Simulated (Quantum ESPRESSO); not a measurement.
# VCl2O: which magnetic order is lowest, part 2 of 3

Wanted: the moments of VCl2O and the energy of each order that was tried.

Quantum ESPRESSO 7.5; PBEsol; plane waves with GBRV 1.5 PBEsol potentials, no spin-orbit coupling.

So far, absolute magnetization (μB): step 2 (start 1: ferro +) 1.36.

**3. Start 2: antiferro q=(0,1/2,0) +−**

This order needs a doubled cell of 8 atoms. The wavevector q is in fractions of the reciprocal vectors of the crystal's primitive cell, as the cells of these inputs are built from it; moments change sign between cells as cos(2π q·R).

Input file pw.in:

```
&CONTROL
  calculation = 'scf'
  prefix = 'pwscf'
  outdir = './tmp'
  pseudo_dir = './pseudo'
  disk_io = 'nowf'
/
&SYSTEM
  ibrav = 0
  celldm(1) = 8
  nat = 8
  ntyp = 4
  ecutwfc = 40
  ecutrho = 280
  nbnd = 61
  occupations = 'smearing'
  smearing = 'fd'
  degauss = 0.00734986
  nspin = 2
  starting_magnetization(1) = 0.1538
  starting_magnetization(2) = -0.1538
  starting_magnetization(3) = 0
  starting_magnetization(4) = 0
/
&ELECTRONS
  conv_thr = 1.6d-08
  electron_maxstep = 150
  mixing_beta = 0.3
/
ATOMIC_SPECIES
V1     50.9415 v_pbesol_v1.4.uspp.F.UPF
V2     50.9415 v_pbesol_v1.4.uspp.F.UPF
Cl     35.4500 cl_pbesol_v1.4.uspp.F.UPF
O      15.9990 o_pbesol_v1.2.uspp.F.UPF
CELL_PARAMETERS alat
  -0.4154903035692    0.4301678063792    1.5459256523992
   0.8309806071384   -0.8603356127584    3.0918513047984
   0.4154903035692    0.4301678063792   -1.5459256523992
ATOMIC_POSITIONS crystal
V1      0.5000000000    0.0000000000    0.5000000000
V2      0.5000000000    0.5000000000    0.5000000000
Cl      0.6271820000    0.3135910000    0.0000000000
Cl      0.6271820000    0.8135910000    0.0000000000
Cl      0.3728180000    0.1864090000    0.0000000000
Cl      0.3728180000    0.6864090000    0.0000000000
O       0.0000000000    0.0000000000    0.0000000000
O       0.0000000000    0.5000000000    0.0000000000
K_POINTS automatic
8 4 8 0 0 0
```

On the command line:

```
$ OMP_NUM_THREADS=1 mpirun -n 4 pw.x -nk 4 -in pw.in > pw.out
```

Output:

```text
[banner, memory and clock lines left out]
Program PWSCF v.7.5 starts

     Message from routine setup:
     using ibrav=0 with symmetry is DISCOURAGED, use correct ibrav instead

     bravais-lattice index     =            0
     lattice parameter (alat)  =       8.0000  a.u.
     unit-cell volume          =    1131.7418 (a.u.)^3
     number of atoms/cell      =            8
     number of atomic types    =            4
     number of electrons       =        66.00
     number of Kohn-Sham states=           61
     kinetic-energy cutoff     =      40.0000  Ry
     charge density cutoff     =     280.0000  Ry
     scf convergence threshold =      1.6E-08
     mixing beta               =       0.3000
     number of iterations used =            8  plain     mixing
     Exchange-correlation= SLA  PW   PSX  PSC
                           (   1   4  10   8   0   0   0)

     celldm(1)=   8.000000  celldm(2)=   0.000000  celldm(3)=   0.000000
     celldm(4)=   0.000000  celldm(5)=   0.000000  celldm(6)=   0.000000

     crystal axes: (cart. coord. in units of alat)
               a(1) = (  -0.415490   0.430168   1.545926 )
               a(2) = (   0.830981  -0.860336   3.091851 )
               a(3) = (   0.415490   0.430168  -1.545926 )

     reciprocal axes: (cart. coord. in units 2 pi/alat)
               b(1) = (  0.000000  1.162337  0.323431 )
               b(2) = (  0.601699 -0.000000  0.161715 )
               b(3) = (  1.203398  1.162337  0.000000 )

     PseudoPot. # 1 for V  read from file:
     v_pbesol_v1.4.uspp.F.UPF
     Pseudo is Ultrasoft + core correction, Zval = 13.0

     PseudoPot. # 2 for V  read from file:
     v_pbesol_v1.4.uspp.F.UPF
     Pseudo is Ultrasoft + core correction, Zval = 13.0

     PseudoPot. # 3 for Cl read from file:
     cl_pbesol_v1.4.uspp.F.UPF
     Pseudo is Ultrasoft + core correction, Zval =  7.0

     PseudoPot. # 4 for O  read from file:
     o_pbesol_v1.2.uspp.F.UPF
     Pseudo is Ultrasoft + core correction, Zval =  6.0

     atomic species   valence    mass     pseudopotential
     V1               13.00    50.94150     V ( 1.00)
     V2               13.00    50.94150     V ( 1.00)
     Cl                7.00    35.45000     Cl( 1.00)
     O                 6.00    15.99900     O ( 1.00)

     Starting magnetic structure
     atomic species   magnetization
     V1              0.154
     V2             -0.154
     Cl              0.000
     O               0.000

      4 Sym. Ops., with inversion, found

   Cartesian axes

     site n.     atom                  positions (alat units)
         1        V1     tau(   1) = (   0.0000000   0.4301678   0.0000000  )
         2        V2     tau(   2) = (   0.4154903   0.0000000   1.5459257  )
         3        Cl     tau(   3) = (  -0.0000000  -0.0000000   1.9391535  )
         4        Cl     tau(   4) = (   0.4154903  -0.4301678   3.4850791  )
         5        Cl     tau(   5) = (   0.0000000   0.0000000   1.1526978  )
         6        Cl     tau(   6) = (   0.4154903  -0.4301678   2.6986235  )
         7        O      tau(   7) = (   0.0000000   0.0000000   0.0000000  )
         8        O      tau(   8) = (   0.4154903  -0.4301678   1.5459257  )

     number of k points=    78  Fermi-Dirac smearing, width (Ry)=  0.0073
                       cart. coord. in units 2pi/alat
        k(    1) = (   0.0000000   0.0000000   0.0000000), wk =   0.0039062
        k(    2) = (   0.1504247   0.1452921   0.0000000), wk =   0.0156250
        k(    3) = (   0.3008494   0.2905843   0.0000000), wk =   0.0156250
        k(    4) = (   0.4512741   0.4358764   0.0000000), wk =   0.0156250
        k(    5) = (  -0.6016988  -0.5811685   0.0000000), wk =   0.0078125
        [... 73 further k-points ...]

     Dense  grid:    89613 G-vectors     FFT dimensions: (  72, 144,  72)

     Smooth grid:    38693 G-vectors     FFT dimensions: (  54, 108,  54)

     Check: negative core charge=   -0.000002
     Generating pointlists ...
     new r_m :   0.1774 (alat units)  1.4196 (a.u.) for type    1
     new r_m :   0.1774 (alat units)  1.4196 (a.u.) for type    2
     new r_m :   0.2360 (alat units)  1.8878 (a.u.) for type    3
     new r_m :   0.1774 (alat units)  1.4196 (a.u.) for type    4

     Initial potential from superposition of free atoms

     starting charge      65.9977, renormalised to      66.0000

     negative rho (up, down):  3.081E-02 3.081E-02
     Starting wfcs are   44 randomized atomic wfcs +   17 random wfcs

     Self-consistent Calculation

     iteration #  1     ecut=    40.00 Ry     beta= 0.30
     Davidson diagonalization with overlap
     ethr =  1.00E-02,  avg # of iterations =  8.3

     negative rho (up, down):  3.141E-02 3.141E-02

     total energy              =    -487.35428697 Ry
     estimated scf accuracy    <       1.95841071 Ry

     total magnetization       =     0.00 Bohr mag/cell
     absolute magnetization    =     2.33 Bohr mag/cell

     iteration #  2     ecut=    40.00 Ry     beta= 0.30
     Davidson diagonalization with overlap
     ethr =  2.97E-03,  avg # of iterations =  2.0

     negative rho (up, down):  3.113E-02 3.113E-02

     total energy              =    -487.45424891 Ry
     estimated scf accuracy    <       2.49195081 Ry

     total magnetization       =    -0.00 Bohr mag/cell
     absolute magnetization    =     3.76 Bohr mag/cell

     [... further iterations left out ...]

     iteration # 16     ecut=    40.00 Ry     beta= 0.30
     Davidson diagonalization with overlap
     ethr =  2.55E-11,  avg # of iterations =  2.0

     negative rho (up, down):  3.133E-02 3.133E-02

     total energy              =    -487.87748715 Ry
     estimated scf accuracy    <       0.00000002 Ry

     total magnetization       =    -0.00 Bohr mag/cell
     absolute magnetization    =     2.48 Bohr mag/cell

     iteration # 17     ecut=    40.00 Ry     beta= 0.30
     Davidson diagonalization with overlap
     ethr =  2.55E-11,  avg # of iterations =  1.1

     negative rho (up, down):  3.133E-02 3.133E-02

     Magnetic moment per site  (integrated on atomic sphere of radius R)
     atom   1 (R=0.177)  charge=  9.2240  magn=  0.7414
     atom   2 (R=0.177)  charge=  9.2239  magn= -0.7413
     atom   3 (R=0.236)  charge=  5.2589  magn= -0.0001
     atom   4 (R=0.236)  charge=  5.2589  magn=  0.0001
     atom   5 (R=0.236)  charge=  5.2589  magn=  0.0001
     atom   6 (R=0.236)  charge=  5.2589  magn= -0.0001
     atom   7 (R=0.177)  charge=  5.0027  magn= -0.0979
     atom   8 (R=0.177)  charge=  5.0027  magn=  0.0979

     End of self-consistent calculation

     Number of k-points >= 100: set verbosity='high' to print the bands.

     the Fermi energy is     3.7068 ev

!    total energy              =    -487.87748715 Ry
     estimated scf accuracy    <          6.4E-09 Ry
     smearing contrib. (-TS)   =      -0.00828826 Ry
     internal energy E=F+TS    =    -487.86919889 Ry

     The total energy is F=E-TS. E is the sum of the following terms:
     one-electron contribution =    -381.98873510 Ry
     hartree contribution      =     209.14314144 Ry
     xc contribution           =     -90.10847313 Ry
     ewald contribution        =    -224.91513210 Ry

     total magnetization       =     0.00 Bohr mag/cell
     absolute magnetization    =     2.48 Bohr mag/cell

     convergence has been achieved in  17 iterations
```

Run time: 9.7 min. Hardware: 4 MPI ranks of Intel Xeon Platinum 8488C (Sapphire Rapids), shared host; peak memory 2 GiB; 39 min of CPU time.

Spin moment in the atom's sphere by atom:

| atom | spin moment in the atom's sphere (μB) |
| --- | --- |
| V1 | 0.741 |
| V2 | -0.741 |
| Cl3 | 0.000 |
| Cl4 | 0.000 |
| Cl5 | 0.000 |
| Cl6 | 0.000 |
| O7 | -0.098 |
| O8 | 0.098 |

Numbers from this step:

* smearing term TS: 0.1128 eV
* magnetization: 0 μB
* absolute magnetization: 2.485 μB
* final state: antiferromagnetic

Spin density in the ab plane at fractional z = 0.000, with atoms of Cl and O within 0.2 Å of it.

Ten even steps from '0' (-0.16 e/Å³) to '9' (0.16 e/Å³), each cell a mean:
```
01344555555555554443
44445554455555554444
44455555445555554455
55555555544455444445
55444555554454444445
55554444555455544444
45555544454444555444
45555554555444445554
44555544455544444444
55554444444554444555
55555444444455445566
96555444444444445569
98655444444444445556
55554445544444445555
55544444554444445544
44444444455544555554
44555444445545555554
44445555444544455555
54444455545555444555
54444445444555554445
55444455544455555555
44445555555445555444
44444555555544554433
03444555555555554430
```
Columns run along a (7.0 Å), rows up along b (14.0 Å). Atoms in or near the plane, at fractional coordinates: Cl at (0.63, 0.31), Cl at (0.63, 0.81), Cl at (0.37, 0.19), Cl at (0.37, 0.69), O at (0.00, 0.00), O at (0.00, 0.50).

Valence density in the ab plane at fractional z = 0.000, with atoms of Cl and O within 0.2 Å of it. It is the smooth field of the valence electrons, not physical close to the nuclei.

Ten steps, logarithmic in the rise over the least value, from '0' (0.0 e/Å³) to '9' (6.2 e/Å³), each cell a mean:
```
99752111110000000247
46654222343210000012
12333223466653100000
01222222457666520000
01234332235633753100
01246665323466765310
00135766653234555320
00013662475322233321
00000246676532222211
10000012455542234442
53100000112322124687
97420000000011012589
99752111110000000247
46654222343210000012
12333223466653100000
01222222457666520000
01234332235633753100
01246665323466765310
00135766653234555320
00013662475322233321
00000246676532222211
10000012455542234442
53100000112322124687
97420000000011012589
```
Columns run along a (7.0 Å), rows up along b (14.0 Å). Atoms in or near the plane, at fractional coordinates: Cl at (0.63, 0.31), Cl at (0.63, 0.81), Cl at (0.37, 0.19), Cl at (0.37, 0.69), O at (0.00, 0.00), O at (0.00, 0.50).

**4. Run 3, typed as antiferro q=(0,0,1/2) +−**

The cell is doubled to 8 atoms to hold this order.

Input file pw.in:

```
&CONTROL
  calculation = 'scf'
  prefix = 'pwscf'
  outdir = './tmp'
  pseudo_dir = './pseudo'
  disk_io = 'nowf'
/
&SYSTEM
  ibrav = 0
  celldm(1) = 8
  nat = 8
  ntyp = 4
  ecutwfc = 40
  ecutrho = 280
  nbnd = 61
  occupations = 'smearing'
  smearing = 'fd'
  degauss = 0.00734986
  nspin = 2
  starting_magnetization(1) = 0.1538
  starting_magnetization(2) = -0.1538
  starting_magnetization(3) = 0
  starting_magnetization(4) = 0
/
&ELECTRONS
  conv_thr = 1.6d-08
  electron_maxstep = 150
  mixing_beta = 0.3
/
ATOMIC_SPECIES
V1     50.9415 v_pbesol_v1.4.uspp.F.UPF
V2     50.9415 v_pbesol_v1.4.uspp.F.UPF
Cl     35.4500 cl_pbesol_v1.4.uspp.F.UPF
O      15.9990 o_pbesol_v1.2.uspp.F.UPF
CELL_PARAMETERS alat
  -0.4154903035692    0.4301678063792    1.5459256523992
   0.4154903035692   -0.4301678063792    1.5459256523992
   0.8309806071384    0.8603356127584   -3.0918513047984
ATOMIC_POSITIONS crystal
V1      0.5000000000    0.0000000000    0.2500000000
V2      0.5000000000    0.0000000000    0.7500000000
Cl      0.6271820000    0.6271820000    0.0000000000
Cl      0.6271820000    0.6271820000    0.5000000000
Cl      0.3728180000    0.3728180000    0.0000000000
Cl      0.3728180000    0.3728180000    0.5000000000
O       0.0000000000    0.0000000000    0.0000000000
O       0.0000000000    0.0000000000    0.5000000000
K_POINTS automatic
8 8 4 0 0 0
```

Output:

```text
     [... lines left out ...]
Program PWSCF v.7.5 starts
     [... lines left out ...]
     number of atoms/cell      =            8
     [... lines left out ...]
     number of electrons       =        66.00
     number of Kohn-Sham states=           61
     kinetic-energy cutoff     =      40.0000  Ry
     charge density cutoff     =     280.0000  Ry
     scf convergence threshold =      1.6E-08
     [... lines left out ...]
      4 Sym. Ops., with inversion, found ( 2 have fractional translation)
     [... lines left out ...]
     number of k points=    78  Fermi-Dirac smearing, width (Ry)=  0.0073
     [... lines left out ...]
     iteration # 14     ecut=    40.00 Ry     beta= 0.30
     [... lines left out ...]
     Magnetic moment per site  (integrated on atomic sphere of radius R)
     atom   1 (R=0.177)  charge=  9.2232  magn=  0.6865
     atom   2 (R=0.177)  charge=  9.2232  magn= -0.6865
     atom   3 (R=0.236)  charge=  5.2583  magn=  0.0000
     atom   4 (R=0.236)  charge=  5.2583  magn=  0.0000
     atom   5 (R=0.236)  charge=  5.2583  magn=  0.0000
     atom   6 (R=0.236)  charge=  5.2583  magn=  0.0000
     atom   7 (R=0.177)  charge=  5.0035  magn=  0.0000
     atom   8 (R=0.177)  charge=  5.0035  magn=  0.0000
     [... lines left out ...]
     the Fermi energy is     3.7677 ev
!    total energy              =    -487.87553611 Ry
     estimated scf accuracy    <          3.1E-09 Ry
     smearing contrib. (-TS)   =      -0.00652702 Ry
     [... lines left out ...]
     total magnetization       =    -0.00 Bohr mag/cell
     absolute magnetization    =     2.12 Bohr mag/cell
     convergence has been achieved in  14 iterations
```

The job ended after 8.1 min (4 MPI ranks; peak memory 2 GiB; 32 min of CPU time).

Spin moment in the atom's sphere by atom:

| atom | spin moment in the atom's sphere (μB) |
| --- | --- |
| V1 | 0.686 |
| V2 | -0.686 |
| Cl3 | 0.000 |
| Cl4 | 0.000 |
| Cl5 | 0.000 |
| Cl6 | 0.000 |
| O7 | 0.000 |
| O8 | 0.000 |

Read from the output:

* smearing term TS: 0.08880 eV
* magnetization: 0 μB
* absolute magnetization: 2.118 μB
* final state: antiferromagnetic

[end of part 2 of 3]

[Logs and program files are shortened in this print: banners, set-up blocks, solver, clock and traceback lines can be left out without a mark of their own.]

[Logs are printed without paths, hosts, clocks, repeated set-up lines and the standing remarks that a program may print on its own settings, such as how far it seeks lower states.]

[Hosts, paths, dates, database ids (printed as entryN), source tags and the programs' standing remarks are cut or masked in the printed files.]

[Where a cell is said to come from a database of computed structures, the database is the Materials Project.]
